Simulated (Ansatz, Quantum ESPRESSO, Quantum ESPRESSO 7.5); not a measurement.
**Complex bands of LiH, rock salt type, lattice constant set to 3.94 Å**

How good a tunnel barrier is LiH, rock salt type, lattice constant set to 3.94 Å?

Method: plane-wave DFT, LDA, PseudoDojo norm-conserving pseudopotentials (cross-check by Ansatz 0.2.0 with PAW datasets), in Quantum ESPRESSO 7.5.

This is a report of a sequence of runs, with most program output left out.

## 1. Set-up

Symmetry: Fm-3m, No. 225, cubic system. Conventional cell: a = 3.940 Å, b = 3.940 Å, c = 3.940 Å, α = 90.00°, β = 90.00°, γ = 90.00°. Nearest to Li lie 6 H at 1.97 Å. Nearest to H lie 6 Li at 1.97 Å. Farther neighbours are not listed.

## 2. Ground state

pwcond needs a cell whose third axis lies along the current and stands perpendicular to the other two.

scf.in reads:

```
&control
  prefix = 'scf'
  outdir = './out'
  pseudo_dir = './pseudo'
  calculation = 'scf'
  tprnfor = .true.
/
&system
  ibrav = 0
  nat = 4
  ntyp = 2
  ecutwfc = 66
  ecutrho = 264
  occupations = 'fixed'
  nbnd = 8
/
&electrons
  conv_thr = 1e-09
  mixing_beta = 0.6
  electron_maxstep = 120
/
ATOMIC_SPECIES
  Li  6.9400  Li.dojo-sr-lda-0.4.1-standard.upf
  H   1.0080  H.dojo-sr-lda-0.4.1-standard.upf
CELL_PARAMETERS angstrom
  2.78600071787500 0.00000000000000 0.00000000000000
  0.00000000000000 2.78600071787500 0.00000000000000
  0.00000000000000 0.00000000000000 3.94000000000000
ATOMIC_POSITIONS crystal
  Li  0.000000000000 0.000000000000 0.000000000000
  H   0.500000000000 0.500000000000 0.000000000000
  Li  0.500000000000 0.500000000000 0.500000000000
  H   0.000000000000 0.000000000000 0.500000000000
K_POINTS automatic
  8 8 6 0 0 0
```

Started as:

```
$ OMP_NUM_THREADS=1 mpirun -n 2 pw.x -nk 2 -in scf.in > scf.out
```

It took 3 s on 2 MPI ranks of Intel Xeon 6975P-C (Granite Rapids), shared host; peak memory 0.13 GiB.

Numbers from this step:

```
free energy                          : -420.4086 eV
valence top, on the run's zero       : 0.9101 eV
conduction bottom, on the run's zero : 3.477 eV
gap by band count                    : 2.567 eV
```

The run needed 6 iterations to bring the estimated error under 1e-09 Ry.

## 3. Complex bands with pwcond.x

ikind = 0 solves one period of the crystal for all kz, real and complex, at each energy and k across. ewind and epsproj trim the two-dimensional plane-wave basis; nz1 sets the subslabs.

cbs.in reads:

```
&inputcond
  outdir = './out'
  prefixl = 'scf'
  band_file = 'cbs'
  ikind = 0
  ewind = 4.0
  epsproj = 1e-05
  nz1 = 7
  energy0 = 7.44
  denergy = -0.24
/
4
  0.00000000 0.00000000 1.00000000
  0.50000000 0.00000000 1.00000000
  0.50000000 0.50000000 1.00000000
  0.25000000 0.00000000 1.00000000
40
```

Started as:

```
$ OMP_NUM_THREADS=1 mpirun -n 2 pwcond.x -in cbs.in > cbs.out
```

Elapsed: 8.5 s, on 2 MPI ranks; peak memory 0.1 GiB; 17 s of CPU time.

This step gave:

- peak of the smallest κ at the zone centre: 0.136 Å⁻¹
- energy of the peak at the zone centre: 1.2 eV
- peak of the smallest κ at (1/2, 1/2): 0.635 Å⁻¹
- peak of the smallest κ at (1/4, 0): 0.275 Å⁻¹

K across = (0, 0) in the cell's reciprocal vectors; values within 0.0025 1/Å of each other count once, columns are sorted by size at each energy, a dash where no further value was kept. Im kz of the slowest decaying states against energy, zero at the highest filled level of the SCF mesh:

```csv
energy (eV),decay 1 (Å⁻¹),decay 2 (Å⁻¹),decay 3 (Å⁻¹)
-1.92,1.83,2.01,2.04
-1.44,1.8,1.99,2.01
-0.96,1.76,1.97,1.98
-0.48,1.73,1.95,1.96
-0.24,1.71,1.93,1.95
0.00,1.69,1.92,1.94
0.24,0.082,1.67,1.90
0.72,0.125,1.63,1.87
1.20,0.136,1.59,1.83
1.68,0.127,1.55,1.80
2.16,0.096,1.51,1.76
2.64,1.47,1.73,1.82
2.88,1.45,1.71,1.81
3.36,1.40,1.67,1.78
3.84,1.35,1.63,1.76
4.32,1.31,1.59,1.74
4.80,1.26,1.55,1.71
5.28,1.20,1.51,1.69
5.76,1.15,1.47,1.66
6.00,1.12,1.45,1.65
6.48,1.06,1.41,1.62
6.96,1,1.36,1.59
7.44,0.933,1.31,1.56
```

K across = (0, 0) in the cell's reciprocal vectors. Table of Re kz of states that move upwards, channel 1 by energy, zero at the highest filled level of the SCF mesh:

```csv
energy (eV),"Re kz of states that move upwards, channel 1 (Å⁻¹)"
-1.92,-0.363
-1.44,-0.289
-0.96,-0.216
-0.48,-0.138
-0.24,-0.0931
0.00,-0.00869
0.24,-
0.72,-
1.20,-
1.68,-
2.16,-
2.64,0.0443
2.88,0.0951
3.36,0.161
3.84,0.215
4.32,0.265
4.80,0.311
5.28,0.355
5.76,0.398
6.00,0.419
6.48,0.460
6.96,0.501
7.44,0.540
```

K across = (1/2, 0) in the cell's reciprocal vectors; values within 0.0025 1/Å of each other count once, columns are sorted by size at each energy, a dash where no further value was kept. The Im kz of the slowest decaying states by energy, zero at the highest filled level of the SCF mesh:

```csv
energy (eV),decay 1 (Å⁻¹),decay 2 (Å⁻¹),decay 3 (Å⁻¹)
-1.92,1.20,2.16,3.06
-1.68,1.19,1.21,1.22
-1.44,1.14,1.14,1.28
-1.20,1.11,1.11,1.31
-0.96,1.08,1.09,1.34
-0.72,1.06,1.36,-
-0.48,1.03,1.38,-
-0.24,1.01,1.39,-
0.00,0.985,1.40,-
0.24,0.959,1.41,-
0.72,0.907,1.42,-
0.96,0.88,1.42,-
1.20,0.852,1.42,-
1.44,0.823,1.42,-
1.68,0.793,1.42,-
1.92,0.762,1.42,1.91
2.16,0.729,1.42,-
2.40,0.695,1.42,1.87
2.64,0.659,1.42,1.85
2.88,0.621,1.41,-
3.12,0.58,1.41,1.82
3.36,0.536,1.40,-
3.60,0.489,1.40,1.78
3.84,0.435,1.39,-
4.08,0.374,1.39,1.75
4.32,0.301,1.38,-
4.56,0.202,1.37,-
4.80,1.36,1.69,2.75
5.28,1.35,1.66,2.73
5.52,1.34,1.64,2.71
5.76,1.33,1.62,2.70
6.00,1.32,1.60,2.69
6.24,1.31,1.58,2.68
6.48,1.30,1.55,2.67
6.72,1.29,1.53,2.65
6.96,1.28,1.51,2.64
7.20,1.26,1.49,2.63
7.44,0.052,1.25,1.47
```

K across = (1/2, 1/2) in the cell's reciprocal vectors; values within 0.0025 1/Å of each other count once, columns are sorted by size at each energy, a dash where no further value was kept. Im kz of the slowest decaying states against energy, zero at the highest filled level of the SCF mesh:

```csv
energy (eV),decay 1 (Å⁻¹),decay 2 (Å⁻¹),decay 3 (Å⁻¹)
-1.92,0.901,1.09,2.90
-1.68,0.852,1.06,2.89
-1.44,0.798,1.03,2.88
-1.20,0.733,1.00,2.87
-0.96,0.655,0.969,2.85
-0.72,0.553,0.936,2.84
-0.48,0.395,0.901,2.83
-0.24,0.865,2.82,3.11
0.00,0.016,0.827,2.80
0.24,0.397,0.788,2.79
0.72,0.585,0.702,2.77
0.96,0.635,0.655,2.75
1.20,0.604,0.672,2.74
1.44,0.549,0.7,2.73
1.68,0.487,0.723,2.72
1.92,0.416,0.74,2.70
2.16,0.33,0.754,2.69
2.40,0.212,0.765,2.68
2.64,0.774,2.66,2.98
2.88,0.78,2.65,2.97
3.12,0.785,2.64,2.96
3.36,0.788,2.62,2.95
3.60,0.789,2.61,2.94
3.84,0.789,2.60,2.93
4.08,0.788,2.58,2.92
4.32,0.786,2.57,2.91
4.56,0.782,2.56,2.90
4.80,0.778,2.54,2.88
5.28,0.766,2.51,2.86
5.52,0.759,2.50,2.85
5.76,0.75,2.48,2.84
6.00,0.741,2.47,2.83
6.24,0.731,2.45,2.82
6.48,0.72,2.44,2.81
6.72,0.708,2.42,2.80
6.96,0.694,2.41,2.79
7.20,0.68,2.39,2.77
7.44,0.664,2.38,2.76
```

K across = (1/4, 0) in the cell's reciprocal vectors; values within 0.0025 1/Å of each other count once, columns are sorted by size at each energy, a dash where no further value was kept. The Im kz of the slowest decaying states by energy, zero at the highest filled level of the SCF mesh:

```csv
energy (eV),decay 1 (Å⁻¹),decay 2 (Å⁻¹),decay 3 (Å⁻¹)
-1.92,1.54,1.84,1.92
-1.68,1.52,1.83,1.90
-1.44,1.50,1.82,1.89
-1.20,1.47,1.81,1.87
-0.96,1.45,1.80,1.85
-0.72,1.42,1.79,1.84
-0.48,0.099,1.4,1.78
-0.24,0.161,1.38,1.77
0.00,0.198,1.35,1.76
0.24,0.225,1.32,1.75
0.72,0.257,1.27,1.73
0.96,0.267,1.24,1.71
1.20,0.272,1.21,1.69
1.44,0.275,1.18,1.67
1.68,0.274,1.15,1.65
1.92,0.27,1.12,1.63
2.16,0.263,1.09,1.61
2.40,0.252,1.06,1.59
2.64,0.238,1.03,1.57
2.88,0.218,0.992,1.55
3.12,0.193,0.956,1.53
3.36,0.157,0.92,1.51
3.60,0.102,0.883,1.49
3.84,0.844,1.47,1.59
4.08,0.804,1.45,1.57
4.32,0.763,1.42,1.56
4.56,0.721,1.40,1.55
4.80,0.679,1.38,1.54
5.28,0.591,1.33,1.51
5.52,0.546,1.31,1.50
5.76,0.501,1.28,1.48
6.00,0.455,1.26,1.47
6.24,0.408,1.23,1.46
6.48,0.359,1.20,1.44
6.72,0.307,1.18,1.43
6.96,0.249,1.15,1.42
7.20,0.177,1.12,1.4
7.44,0.044,1.09,1.39
```

The program's own clock; routines nest. Time by routine:

```csv
routine,wall time (s),calls
PWCOND,7.83,1
scatter_forw,5.06,160
compbs,2.23,160
compbs_2,2.08,160
init,0.32,1
local,0.21,4
poten,0.16,1
```

## 4. Complex band structure, with nz1 = 11

How much does a setting matter? One run is repeated with a change.

cbs.w.in is the input of step 3 with these lines changed:

```diff
@@ -3,3 +3,3 @@
   prefixl = 'scf'
-  band_file = 'cbs'
+  band_file = 'cbs.w'
   ikind = 0
@@ -7,3 +7,3 @@
   epsproj = 1e-05
-  nz1 = 7
+  nz1 = 11
   energy0 = 7.44
```

Started as:

```
$ OMP_NUM_THREADS=1 mpirun -n 2 pwcond.x -in cbs.w.in > cbs.w.out
```

Wall time 9.9 s (2 MPI ranks); peak memory 0.11 GiB.

Beside the run it was changed from:

```csv
quantity,this run,unchanged run,difference
peak of the smallest κ at the zone centre (Å⁻¹),0.136,0.136,0
"peak of the smallest κ at (1/2, 1/2) (Å⁻¹)",0.635,0.635,0
wall time (s),9.9,8.5,
```

The physical values in this table stay within 0.05 %.

## 5. Complex bands with pwcond.x, with ecut = 1

One more run, with a changed input.

cbs.bad.in is the input of step 3 with these lines changed:

```diff
@@ -3,3 +3,3 @@
   prefixl = 'scf'
-  band_file = 'cbs'
+  band_file = 'cbs.bad'
   ikind = 0
@@ -8,2 +8,3 @@
   nz1 = 7
+  ecut = 1
   energy0 = 7.44
```

Started as:

```
$ OMP_NUM_THREADS=1 mpirun -n 2 pwcond.x -in cbs.bad.in > cbs.bad.out
```

Elapsed: 0.62 s, on 2 MPI ranks; peak memory 0.09 GiB.

The program refused the input before any cycle.

A key was misspelt on purpose.

The message: “do_cond (5010): reading inputcond namelist”. The namelist reader stops at a key that the namelist doesn't hold; the line has to be put right or, where the proper key already stands in the input, deleted.

## 6. Cross-check with Ansatz

As a check, the same structure is run in Ansatz.

Level of this step: plane-wave DFT, LDA, Ansatz PAW (Ansatz 0.2.0).

input.yaml reads:

```yaml
crystal:
  lattice:
    - [2.7860007179, 0.0, 0.0]
    - [0.0, 2.7860007179, 0.0]
    - [0.0, 0.0, 3.94]
  atoms:
    - { symbol: Li, position: [0.0, 0.0, 0.0] }
    - { symbol: H, position: [0.5, 0.5, 0.0] }
    - { symbol: Li, position: [0.5, 0.5, 0.5] }
    - { symbol: H, position: [0.0, 0.0, 0.5] }
kpoints:
  mp_grid: { grid: [8, 8, 6] }
hamiltonian:
  xc: lda
scf:
  occupations: { method: fixed }
  convergence: { dr2_threshold: 1.0e-09 }
output:
  transmission:
    leads: [[0, 0]]
    kpoints: [[0, 0], [0.5, 0], [0.5, 0.5], [0.25, 0]]
    e_range: [-1.92, 7.44]
    de: 0.24
```

Started as:

```
$ ansatz run input.yaml --threads 2 --pin off --max-ram 4096MiB --backend cpu --events-out ev --progress --plain --runs-dir out
```

Wall time 2.2 s (2 threads); peak memory 0.34 GiB; 3.4 s of CPU time.

This step gave:

- free energy: -436.4259 eV
- gap by band count: 2.563 eV
- symmetry operations: 32
- slowest decay at the grid energy nearest mid-gap: 0.1359 Å⁻¹
- peak of the smallest κ at the zone centre: 0.1359 Å⁻¹
- peak of the smallest κ at (1/2, 1/2): 0.6350 Å⁻¹
- peak of the smallest κ at (1/4, 0): 0.2745 Å⁻¹
- valence top, on the run's zero: 1.008 eV

K across = (0, 0) in the cell's reciprocal vectors; values within 0.0025 1/Å of each other count once, columns are sorted by size at each energy, a dash where no further value was kept. Im kz of the slowest decaying states against energy, zero at the highest filled level of the SCF mesh:

```csv
energy (eV),decay 1 (Å⁻¹),decay 2 (Å⁻¹)
-1.92,-,-
-1.68,-,-
-1.20,-,-
-0.96,-,-
-0.72,-,-
-0.24,-,-
0.00,0.00579,-
0.24,0.0827,-
0.72,0.125,-
0.96,0.133,-
1.20,0.136,-
1.68,0.127,-
1.92,0.115,-
2.16,0.0957,-
2.64,1.47,-
2.88,1.45,-
3.36,1.40,-
3.60,1.38,-
3.84,1.35,-
4.32,1.31,-
4.56,1.28,-
4.80,1.26,-
5.28,1.20,-
5.52,1.18,1.49
5.76,1.15,1.47
6.24,1.09,1.43
6.48,1.06,1.40
6.72,1.03,1.38
7.20,0.966,1.34
7.44,0.932,1.31
```

K across = (0, 0) in the cell's reciprocal vectors. The Re kz of states that move upwards, channel 1 by energy, zero at the highest filled level of the SCF mesh:

```csv
energy (eV),"Re kz of states that move upwards, channel 1 (Å⁻¹)"
-1.92,-0.362
-1.68,-0.325
-1.44,-0.288
-1.20,-0.252
-0.96,-0.215
-0.72,-0.177
-0.48,-0.138
-0.24,-0.0924
0.00,-
0.24,-
0.72,-
0.96,-
1.20,-
1.44,-
1.68,-
1.92,-
2.16,-
2.40,-
2.64,0.0456
2.88,0.0958
3.12,0.131
3.36,0.162
3.60,0.190
3.84,0.216
4.08,0.241
4.32,0.265
4.56,0.288
4.80,0.311
5.28,0.356
5.52,0.377
5.76,0.398
6.00,0.419
6.24,0.440
6.48,0.461
6.72,0.481
6.96,0.501
7.20,0.521
7.44,0.541
```

K across = (1/2, 0) in the cell's reciprocal vectors; values within 0.0025 1/Å of each other count once, columns are sorted by size at each energy, a dash where no further value was kept. Table of Im kz of the slowest decaying states by energy, zero at the highest filled level of the SCF mesh:

```csv
energy (eV),decay 1 (Å⁻¹),decay 2 (Å⁻¹),decay 3 (Å⁻¹)
-1.92,1.20,-,-
-1.68,1.16,1.25,-
-1.44,1.13,1.30,-
-1.20,1.10,1.33,-
-0.96,1.08,1.35,-
-0.72,1.05,1.37,-
-0.48,1.03,1.38,-
-0.24,1.01,1.39,-
0.00,0.982,1.40,-
0.24,0.957,1.41,-
0.72,0.905,1.42,-
0.96,0.878,1.42,-
1.20,0.850,1.42,-
1.44,0.822,1.42,-
1.68,0.792,1.42,-
1.92,0.761,1.42,-
2.16,0.728,1.42,-
2.40,0.694,1.42,-
2.64,0.658,1.42,-
2.88,0.620,1.41,-
3.12,0.579,1.41,-
3.36,0.535,1.40,-
3.60,0.487,1.40,-
3.84,0.434,1.39,-
4.08,0.373,1.39,-
4.32,0.299,1.38,-
4.56,0.200,1.37,-
4.80,1.36,-,-
5.28,1.35,-,-
5.52,1.34,-,-
5.76,1.33,-,-
6.00,1.32,-,-
6.24,1.31,-,-
6.48,1.30,-,-
6.72,1.29,-,-
6.96,1.28,-,-
7.20,1.27,1.49,-
7.44,0.0528,1.25,1.47
```

K across = (1/2, 1/2) in the cell's reciprocal vectors; values within 0.0025 1/Å of each other count once, columns are sorted by size at each energy, a dash where no further value was kept. Im kz of the slowest decaying states against energy, zero at the highest filled level of the SCF mesh:

```csv
energy (eV),decay 1 (Å⁻¹),decay 2 (Å⁻¹)
-1.92,0.901,1.09
-1.68,0.853,1.06
-1.44,0.798,1.03
-1.20,0.734,1.00
-0.96,0.656,0.969
-0.72,0.553,0.935
-0.48,0.395,0.900
-0.24,0.864,-
0.00,0.0263,0.827
0.24,0.398,0.787
0.72,0.585,0.701
0.96,0.635,0.654
1.20,0.603,0.672
1.44,0.548,0.700
1.68,0.486,0.723
1.92,0.415,0.741
2.16,0.328,0.755
2.40,0.209,0.766
2.64,0.774,-
2.88,0.780,-
3.12,0.785,-
3.36,0.788,-
3.60,0.789,-
3.84,0.789,-
4.08,0.788,-
4.32,0.786,-
4.56,0.782,-
4.80,0.778,-
5.28,0.766,-
5.52,0.759,-
5.76,0.750,-
6.00,0.741,-
6.24,0.731,-
6.48,0.720,-
6.72,0.707,-
6.96,0.694,-
7.20,0.680,-
7.44,0.664,-
```

K across = (1/4, 0) in the cell's reciprocal vectors; values within 0.0025 1/Å of each other count once, columns are sorted by size at each energy, a dash where no further value was kept. Table of Im kz of the slowest decaying states by energy, zero at the highest filled level of the SCF mesh:

```csv
energy (eV),decay 1 (Å⁻¹),decay 2 (Å⁻¹),decay 3 (Å⁻¹)
-1.92,-,-,-
-1.68,-,-,-
-1.44,1.50,-,-
-1.20,1.47,-,-
-0.96,1.45,-,-
-0.72,1.42,-,-
-0.48,0.0991,1.40,-
-0.24,0.161,1.37,-
0.00,0.198,1.35,-
0.24,0.225,1.32,-
0.72,0.257,1.27,-
0.96,0.267,1.24,-
1.20,0.272,1.21,-
1.44,0.275,1.18,-
1.68,0.274,1.15,-
1.92,0.270,1.12,-
2.16,0.263,1.09,-
2.40,0.252,1.06,-
2.64,0.237,1.03,-
2.88,0.218,0.991,-
3.12,0.192,0.956,-
3.36,0.156,0.919,-
3.60,0.100,0.882,1.49
3.84,0.843,1.47,-
4.08,0.803,1.45,-
4.32,0.763,1.42,-
4.56,0.721,1.40,-
4.80,0.678,1.38,-
5.28,0.590,1.33,-
5.52,0.545,1.31,1.50
5.76,0.500,1.28,1.48
6.00,0.454,1.26,1.47
6.24,0.407,1.23,1.46
6.48,0.358,1.20,1.44
6.72,0.306,1.18,1.43
6.96,0.248,1.15,1.41
7.20,0.175,1.12,1.40
7.44,0.0365,1.09,1.39
```

## 7. The arithmetic

T falls as exp(−2κd). With κ = 0.135 1/Å, 10 Å of barrier pass exp(−2 × 0.135 × 10) = 0.067 of that channel, interfaces aside.

## 8. What came out

```yaml
gap_on_the_scf_mesh: 2.57 eV
smallest_kappa_at_mid_gap_among_the_four_k_points_at_the_zone_centre: 0.135 Å⁻¹
peak_of_the_smallest_kappa_in_the_stop_band_at_the_zone_centre: 0.136 Å⁻¹
peak_of_the_smallest_kappa_in_the_stop_band_at_1_over_2_1_over_2: 0.635 Å⁻¹
peak_of_the_smallest_kappa_in_the_stop_band_at_1_over_4_0: 0.275 Å⁻¹
energy_of_the_peak_at_the_zone_centre_over_the_highest_filled_level: 1.20 eV
peak_at_the_zone_centre_by_ansatz: 0.136 Å⁻¹
```

**Reading.** With a gap of 2.57 eV on the mesh, the smallest κ at mid-gap among the four k points, at the zone centre is 0.135 Å⁻¹ (LDA, PseudoDojo norm-conserving). For a barrier with the Fermi level at mid-gap the slowest state found, at the zone centre, loses a factor of ten in probability every 8.5 Å or so. Stop bands away from the zone centre are mostly wider than the gap, so their peaks can lie above the conduction bottom. At the zone centre pwcond's peak is 0.136 and Ansatz's 0.136 1/Å, 0 % apart. The cell is the a/√2 one, turned by 45°, with two primitive cells, so X along [001] folds onto kz = 0. A semilocal gap is too small, often by a third to a half and by more in narrow-gap crystals, so real barriers decay faster.

[Logs are printed without paths, hosts, clocks, repeated set-up lines and the standing remarks that a program may print on its own settings, such as how far it seeks lower states.]

[Hosts, paths, dates, database ids (printed as entryN), source tags and the programs' standing remarks are cut or masked in the printed files.]

[Maps of the electrostatic potential energy from Ansatz leave out the sawtooth potential of an applied field or a dipole correction, so their vacuum need not be flat; planar profiles and work functions include it.]
